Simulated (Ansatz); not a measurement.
## CsZnH3 (model cell, started as cubic perovskite with Zn in the octahedra): the cell at rest

Wanted: the relaxed cell of CsZnH3 (model cell, started as cubic perovskite with Zn in the octahedra).

Method: DFT r2SCAN, scalar-relativistic, plane waves, PAW; PAW set soft_1, in Ansatz 0.2.0.

The structure was built from a prototype and need not be the compound's stable phase.

**1. The structure**

Symmetry: Pm-3m, No. 221, cubic system. Conventional cell: a = 4.096 Å, b = 4.096 Å, c = 4.096 Å, α = 90.00°, β = 90.00°, γ = 90.00°. Nearest to Cs lie 12 H at 2.90 Å. Nearest to Zn lie 6 H at 2.05 Å. Nearest to H lie 2 Zn at 2.05 Å and 4 Cs at 2.90 Å and 8 H at 2.90 Å. Farther neighbours are not listed.

Coordinates:

```cif
data_structure
_symmetry_space_group_name_H-M 'Pm-3m'
_symmetry_Int_Tables_number 221
_cell_length_a 4.0964
_cell_length_b 4.0964
_cell_length_c 4.0964
_cell_angle_alpha 90.000
_cell_angle_beta 90.000
_cell_angle_gamma 90.000
_cell_volume 68.74
loop_
_atom_site_label
_atom_site_type_symbol
_atom_site_symmetry_multiplicity
_atom_site_Wyckoff_symbol
_atom_site_fract_x
_atom_site_fract_y
_atom_site_fract_z
_atom_site_occupancy
Cs1 Cs 1 a 0.00000 0.00000 0.00000 1
Zn1 Zn 1 b 0.50000 0.50000 0.50000 1
H1 H 3 c 0.50000 0.50000 0.00000 1
```

**2. Probe on a coarse mesh**

A quick single point on a coarse mesh tells whether the cell has a gap and how far it is from rest, which sets the k mesh and smearing that follow.

Contents of input.yaml:

```yaml
crystal:
  lattice:
    - [4.0964, 0.0, 0.0]
    - [0.0, 4.0964, 0.0]
    - [0.0, 0.0, 4.0964]
  atoms:
    - { symbol: Cs, position: [0.0, 0.0, 0.0] }
    - { symbol: Zn, position: [0.5, 0.5, 0.5] }
    - { symbol: H, position: [0.5, 0.5, 0.0] }
    - { symbol: H, position: [0.5, 0.0, 0.5] }
    - { symbol: H, position: [0.0, 0.5, 0.5] }
kpoints:
  mp_grid: { grid: [4, 4, 4] }
hamiltonian:
  xc: r2scan
  pseudopotentials: { kind: paw, azcp: { folder: soft_1 } }
scf:
  occupations: { method: gaussian, width: 0.1 }
output:
  forces: true
  stress: true
  eigenvalues: true
```

On the command line:

```console
ansatz run input.yaml --threads 4 --pin off --max-ram 16384MiB --backend cpu --events-out ev --progress --plain --runs-dir out
```

Numbers of over 12 decimals in the logs are rounded to 6 here.

The program printed:

```text
Engine: ansatz 0.2.0, aarch64-unknown-linux-gnu
Pseudopotentials: kind: paw
Pseudopotential: Cs, paw, valence charge 9, recommended cutoff 500 eV (meta_gga), soft_1/Cs.paw.azcp
Pseudopotential: Zn, paw, valence charge 12, recommended cutoff 500 eV (meta_gga), soft_1/Zn.paw.azcp
Pseudopotential: H, paw, valence charge 1, recommended cutoff 500 eV (meta_gga), soft_1/H.paw.azcp
Functional definition: r2SCAN
[...]
k-point 0: bands = [... 8 lower, -0.5894, -0.5894, 5.2714, 5.2714, 11.0470, 11.0470, 11.0470, 13.1955, ... 1 higher]
  k-point 1: bands = [... 8 lower, -0.5391, 0.5773, 4.3929, 5.5095, 10.3120, 10.3120, 11.1399, 11.5798, ... 1 higher]
  k-point 2: bands = [... 8 lower, -0.4830, 2.2803, 2.4186, 5.8080, 9.6816, 9.6816, 10.4449, 12.4643, ... 1 higher]
  k-point 9: bands = [... 8 lower, -0.4722, 2.4029, 2.4029, 2.4029, 4.7211, 14.8814, 14.8814, 14.8814, ... 1 higher]
[key lines of the parts left out:]
SCF converged after 8 iterations
Free energy (F): -9059.557229 eV
Fermi energy:    5.838459 eV
P = ⅓ Tr σ = -0.1798 GPa (-1.798 kbar)
```

The job ended after 1.8 s (4 threads of Arm Neoverse V1, shared host; peak memory 0.45 GiB).

This step gave:

```
pressure          : -0.1798 GPa
volume per atom   : 13.75 Å³
gap on the k-mesh : 0 eV
```

The coarse mesh shows no gap and a pressure of -0.2 GPa.

**3. Relaxation**

Harmonic phonons are second derivatives at a point where the forces vanish, and they are wanted at zero stress, so atoms and cell are relaxed first.

input.yaml, as its differences from that of step 2:

```diff
@@ -12,3 +12,3 @@
 kpoints:
-  mp_grid: { grid: [4, 4, 4] }
+  mp_grid: { grid: [10, 10, 10] }
 hamiltonian:
@@ -22 +22,10 @@
   eigenvalues: true
+  write_density: true
+  write_potential: true
+  elf: true
+  volumetric_format: npy
+relax:
+  adjacent_minimum: "off"
+  f_tol: 0.005
+  max_steps: 80
+  cell: { stress_tol: 0.05 }
```

The program printed:

```text
[...]
Crystal: 5 atoms, lattice volume = 68.740 Å³
Basis set: ecut = 500 eV, 1743 PW (Γ), exchange–correlation on 120×120×120 points (64 copies of the dense FFT grid, shifted against one another)
Bands: 17, of which v1, the nominal top of the filled ones, is band 12 counted from 1 (11 counted from 0)
Symmetry: 48 space group operations
[...]
k-points: 56 of 1000
[...]
SCF iter   1: F=—  HF=-9061.080523 eV  |F-HF|=—  |Δ(HF+E_count)|=         —  Δρ=9.85e-2  dr2=6.17e0  dr2_τ=1.69e-2  ethr=3.10e-3  ⟨swp⟩=5.6  Hψ=5634  notcnv=0
[...]
SCF iter   8: F=-9059.538102 eV  HF=-9059.538102 eV  |F-HF|=1.01e-7  |Δ(HF+E_count)|=   7.95e-7  Δρ=1.15e-5  dr2=8.33e-8  dr2_τ=4.96e-10  ethr=4.17e-10  ⟨swp⟩=12.7  Hψ=8147  notcnv=0
SCF 1 converged in 8 iterations: F = -9059.538102 eV  dr2 = 8.33e-8
[...]
relax step   1: F+E_penalty+E_count = -9059.53810181 eV  Δ(F+E_penalty+E_count) = +0.000e0 eV  max|allowed force component| = 1.682e-28 eV/Å  Δτ_max = 0.0000 Å  P = -0.178 GPa  Ω = 68.740 Å³  (8 SCF iters, dr2 threshold 1.00e-7 eV, accepted)
Crystal: 5 atoms, lattice volume = 68.342 Å³
[...]
iter 1 solved again at ethr=4.76e-7 eV; its pass at ethr=3.10e-3 eV (dr2=1.14e-4 eV) is discarded
[...]
SCF iter   6: F=-9059.538311 eV  HF=-9059.538311 eV  |F-HF|=3.75e-10  |Δ(HF+E_count)|=   6.37e-9  Δρ=2.46e-6  dr2=4.24e-9  dr2_τ=5.18e-11  ethr=3.31e-10  ⟨swp⟩=8.0  Hψ=5323  notcnv=0
SCF 2 converged in 6 iterations: F = -9059.538311 eV  dr2 = 4.24e-9
relax step   2: F+E_penalty+E_count = -9059.53831137 eV  Δ(F+E_penalty+E_count) = -2.096e-4 eV  max|allowed force component| = 1.169e-29 eV/Å  Δτ_max = 0.0000 Å  P = +0.072 GPa  Ω = 68.342 Å³  energy of the carried Pulay correction = +7.600e-5 eV  (6 SCF iters, dr2 threshold 7.95e-8 eV, accepted)
Crystal: 5 atoms, lattice volume = 68.456 Å³
[...]
SCF iter   5: F=-9059.538315 eV  HF=-9059.538315 eV  |F-HF|=3.70e-9  |Δ(HF+E_count)|=   5.27e-9  Δρ=4.62e-6  dr2=8.84e-9  dr2_τ=1.13e-10  ethr=5.44e-11  ⟨swp⟩=7.1  Hψ=5121  notcnv=0
SCF 3 converged in 5 iterations: F = -9059.538315 eV  dr2 = 8.84e-9
relax step   3: F+E_penalty+E_count = -9059.53831502 eV  Δ(F+E_penalty+E_count) = -3.650e-6 eV  max|allowed force component| = 2.038e-29 eV/Å  Δτ_max = 0.0000 Å  P = -0.001 GPa  Ω = 68.456 Å³  energy of the carried Pulay correction = +5.414e-5 eV  (5 SCF iters, dr2 threshold 1.31e-8 eV, accepted)
[...]
SCF iter   4: F=-9059.538266 eV  HF=-9059.538266 eV  |F-HF|=6.55e-11  |Δ(HF+E_count)|=  1.26e-10  Δρ=2.72e-7  dr2=2.78e-11  dr2_τ=1.45e-12  ethr=1.00e-12  ⟨swp⟩=5.3  Hψ=5088  notcnv=0
SCF 4 converged in 4 iterations: F = -9059.538266 eV  dr2 = 2.78e-11
relax step   4: F+E_penalty+E_count = -9059.53826563 eV  Δ(F+E_penalty+E_count) = +4.939e-5 eV  max|allowed force component| = 6.738e-30 eV/Å  Δτ_max = 0.0000 Å  P = -0.001 GPa  Ω = 68.456 Å³  stress off target by 1.47e-3 GPa  SCF on the basis re-selected at this cell (its energy is not comparable with the rows above)  (4 SCF iters)
basis re-selected at this cell: Δ(F+E_penalty+E_count) = +4.939e-5 eV, ΔP = -0.001 GPa vs the last step (what re-selecting the basis moved, of the pressure what is left beyond the Pulay correction that the steps carried, after the strain that the cell walked since its last selection, with what the two solves' SCF thresholds leave and, on support functions, any second-order correction that the steps lacked; it is no m [...]
SCF converged after 4 iterations
Free energy (F): -9059.538266 eV
[...]
Internal energy: -9059.536530 eV  (E = F + TS)
E sigma→0 (E₀):  -9059.537398 eV
Entropy (-TS):   -0.001735 eV (-0.347 meV/atom)
Fermi energy:    5.603538 eV
[...]
--- Stress (GPa, compression-positive) ---
       -0.001467      -0.000000      -0.000000
       -0.000000      -0.001467       0.000000
       -0.000000       0.000000      -0.001467
  P = ⅓ Tr σ = -0.0015 GPa (-0.015 kbar)
--- Band table (eV; the first three rows and the last of 56) ---
  k-point 0: bands = [... 8 lower, -0.5460, -0.5460, 5.3129, 5.3129, 11.1017, 11.1017, 11.1017, 13.2483, ... 1 higher]
  k-point 1: bands = [... 8 lower, -0.5367, -0.2932, 5.1846, 5.3552, 10.9506, 10.9506, 10.9741, 12.8481, ... 1 higher]
  k-point 2: bands = [... 8 lower, -0.5112, 0.3041, 4.7594, 5.4732, 10.5761, 10.5761, 11.0112, 12.0371, ... 1 higher]
  k-point 55: bands = [... 8 lower, -0.4268, 2.4302, 2.4302, 2.4302, 4.7659, 14.9541, 14.9541, 14.9541, ... 1 higher]
--- Relaxed structure (3 steps of the walk, 3 accepted, 1 SCFs on fresh bases) ---
  F+E_penalty+E_count = -9059.53826563 eV   max|allowed force component| = 6.738e-30 eV/Å   (the final SCF, on the basis selected at the relaxed cell)
  cell:  # Å, volume = 68.4560 Å³
    - [4.090758, 0, 0]
    - [0, 4.090758, 0]
    - [0, 0, 4.090758]
  atoms:
    - { symbol: Cs, position: [0, 0, 0] }
    - { symbol: Zn, position: [0.5, 0.5, 0.5] }
    - { symbol: H, position: [0.5, 0.5, 0] }
    - { symbol: H, position: [0.5, 0, 0.5] }
    - { symbol: H, position: [0, 0.5, 0.5] }
```

It took 11 s on 4 threads; peak memory 0.55 GiB.

Step by step:

| step | energy less that of the first step (eV) | largest force component (eV/Å) | pressure (GPa) | volume (Å³) |
| --- | --- | --- | --- | --- |
| 1 | 0.0000 | 0.0000 | -0.18 | 68.74 |
| 2 | -0.0002 | 0.0000 | 0.07 | 68.34 |
| 3 | -0.0002 | 0.0000 | 0.00 | 68.46 |
| 4* | -0.0002 | 0.0000 | 0.00 | 68.46 |

Relaxation steps marked * repeat the geometry before them on a plane-wave basis chosen anew for their cell, so energy and pressure can jump there.

Forces are held to the 48 operations that the run works with; a distortion that breaks them can't arise in this run.

| conventional cell, symmetrised | before | after | change |
| --- | --- | --- | --- |
| a (Å) | 4.096 | 4.091 | -0.1 % |
| b (Å) | 4.096 | 4.091 | -0.1 % |
| c (Å) | 4.096 | 4.091 | -0.1 % |
| volume (Å³/atom) | 13.75 | 13.69 | -0.4 % |

The relaxed structure:

```xyz
5
Lattice="4.0908 0.0000 0.0000 0.0000 4.0908 0.0000 0.0000 0.0000 4.0908" Properties=species:S:1:pos:R:3 pbc="T T T"
Cs    0.0000    0.0000    0.0000
Zn    2.0454    2.0454    2.0454
H     2.0454    2.0454    0.0000
H     2.0454    0.0000    2.0454
H     0.0000    2.0454    2.0454
```

This step gave:

| Quantity | Value |
| --- | --- |
| pressure | -0.001467 GPa |
| volume per atom | 13.69 Å³ |

Electrostatic potential energy in the ac plane at fractional y = 0.500, with atoms of Zn and H within 0.2 Å of it. With pseudopotentials it is smooth inside the atoms' cores, unlike the true potential.

Ten even steps from '_' (-54 eV) to '@' (10 eV), each cell a mean:
```
@@@@@@@@@@@@##++%%@@@@@@@@@@
@@@@@@@@@@@@@@%%@@@@@@@@@@@@
@@@@@@@@@@@@@@@@@@@@@@@@@@@@
@@@@@@@@@@@@%%##%%@@@@@@@@@@
@@@@@@@@%%**----==##@@@@@@@@
##%%@@@@##--____..==%%@@@@%%
--**@@@@**::______--##@@%%++
++##@@@@**::______--%%@@@@##
@@@@@@@@%%++::::--**@@@@@@@@
@@@@@@@@@@%%****##%%@@@@@@@@
@@@@@@@@@@@@@@@@@@@@@@@@@@@@
@@@@@@@@@@@@@@@@@@@@@@@@@@@@
@@@@@@@@@@@@##**%%@@@@@@@@@@
@@@@@@@@@@@@++--##@@@@@@@@@@
```
Columns run along a (4.1 Å; values clipped at the 3rd and 97th percentile), rows up along c (4.1 Å). Atoms in or near the plane, at fractional coordinates: Zn at (0.50, 0.50), H at (0.50, 0.00), H at (0.00, 0.50).

Valence density in the ac plane at fractional y = 0.500, with atoms of Zn and H within 0.2 Å of it. It is the smooth field of the valence electrons, not physical close to the nuclei.

Ten steps, logarithmic in the rise over the least value, from '0' (0 e/Å³) to '9' (34 e/Å³), each cell a mean:
```
00000122110000
00000011100000
00000011100000
00000011100000
11001234310001
21111367531111
32112499741112
22112489631112
11001244320001
00000122110000
00000011100000
00000011100000
00000122110000
00000123210000
```
Columns run along a (4.1 Å), rows up along c (4.1 Å). Atoms in or near the plane, at fractional coordinates: Zn at (0.50, 0.50), H at (0.50, 0.00), H at (0.00, 0.50).

ELF in the ac plane at fractional y = 0.500, with atoms of Zn and H within 0.2 Å of it. It is the smooth field of the valence electrons, not physical close to the nuclei.

Ten even steps from '0' (0.01 × 1e-1) to '9' (9.97 × 1e-1), each cell a mean:
```
00017999995100
00015899973000
11012344431001
54211111111135
99621100111379
99721000011499
99731000001499
99731000001499
99621100011389
87421111111257
21112233221111
00014677762000
00017999994100
00028999995100
```
Columns run along a (4.1 Å), rows up along c (4.1 Å). Atoms in or near the plane, at fractional coordinates: Zn at (0.50, 0.50), H at (0.50, 0.00), H at (0.00, 0.50).

In this step the volume went from 13.75 to 13.69 Å³/atom.

**4. Tight relaxation**

Phonons need a cell at rest on their own settings, so the relaxation is repeated with tight tolerances on forces and stress, using the mesh and the filling of the phonon run that follows.

Contents of input.yaml:

```yaml
crystal:
  lattice:
    - [4.0907575584, 0.0, 0.0]
    - [0.0, 4.0907575584, 0.0]
    - [0.0, 0.0, 4.0907575584]
  atoms:
    - { symbol: Cs, position: [0.0, 0.0, 0.0] }
    - { symbol: Zn, position: [0.5, 0.5, 0.5] }
    - { symbol: H, position: [0.5, 0.5, 0.0] }
    - { symbol: H, position: [0.5, 0.0, 0.5] }
    - { symbol: H, position: [0.0, 0.5, 0.5] }
kpoints:
  mp_grid: { grid: [12, 12, 12] }
hamiltonian:
  xc: r2scan
  pseudopotentials: { kind: paw, azcp: { folder: soft_1 } }
scf:
  occupations: { method: methfessel_paxton, width: 0.2 }
output:
  forces: true
  stress: true
  eigenvalues: true
relax:
  adjacent_minimum: "off"
  f_tol: 0.001
  max_steps: 60
  cell: { stress_tol: 0.01 }
```

The program printed:

```text
[...]
Crystal: 5 atoms, lattice volume = 68.456 Å³
Basis set: ecut = 500 eV, 1743 PW (Γ), exchange–correlation on 120×120×120 points (64 copies of the dense FFT grid, shifted against one another)
Bands: 17, of which v1, the nominal top of the filled ones, is band 12 counted from 1 (11 counted from 0)
Symmetry: 48 space group operations
[...]
k-points: 84 of 1728
[...]
--- Relaxed structure (1 steps of the walk, 1 accepted, 1 SCFs on fresh bases) ---
[...]
cell:  # Å, volume = 68.4560 Å³
    - [4.0907575584, 0.0, 0.0]
    - [0.0, 4.0907575584, 0.0]
    - [0.0, 0.0, 4.0907575584]
  atoms:
    - { symbol: Cs, position: [0.0, 0.0, 0.0] }
    - { symbol: Zn, position: [0.5, 0.5, 0.5] }
    - { symbol: H, position: [0.5, 0.5, 0.0] }
    - { symbol: H, position: [0.5, 0.0, 0.5] }
    - { symbol: H, position: [0.0, 0.5, 0.5] }
[key lines of the parts left out:]
SCF converged after 5 iterations
Free energy (F): -9059.537306 eV
Fermi energy:    5.635039 eV
P = ⅓ Tr σ = -0.0082 GPa (-0.082 kbar)
```

It took 9.3 s on 4 threads; peak memory 0.57 GiB; 35 s of CPU time.

Little changed from the start: no atom moved by 0.005 Å and no cell edge by 0.1 %.

Numbers from this step:

- pressure: -0.008250 GPa

The forces vanish by symmetry and the pressure is -0.008 GPa, within the tolerances set. The cell now holds 13.69 Å³/atom.

**5. Outcome**

```yaml
space_group_after_relaxation_within_0p01_a: Pm-3m
lattice_constant_a: 4.091 Å
lattice_constant_b: 4.091 Å
lattice_constant_c: 4.091 Å
volume_per_atom: 13.7 Å³
```

In words: The forces vanish by symmetry and the pressure is -0.008 GPa, within the tolerances set. The cell now holds 13.69 Å³/atom. The relaxation keeps the symmetry of its start, so it says nothing on stability against lower symmetry. Spin-orbit coupling is left out, which can matter for the heavy elements here. The starting cell was built on a prototype and not taken from a measurement, so the phase need not exist.

[Logs are printed without paths, hosts, clocks, repeated set-up lines and the standing remarks that a program may print on its own settings, such as how far it seeks lower states.]

[Hosts, paths, dates, database ids (printed as entryN), source tags and the programs' standing remarks are cut or masked in the printed files.]
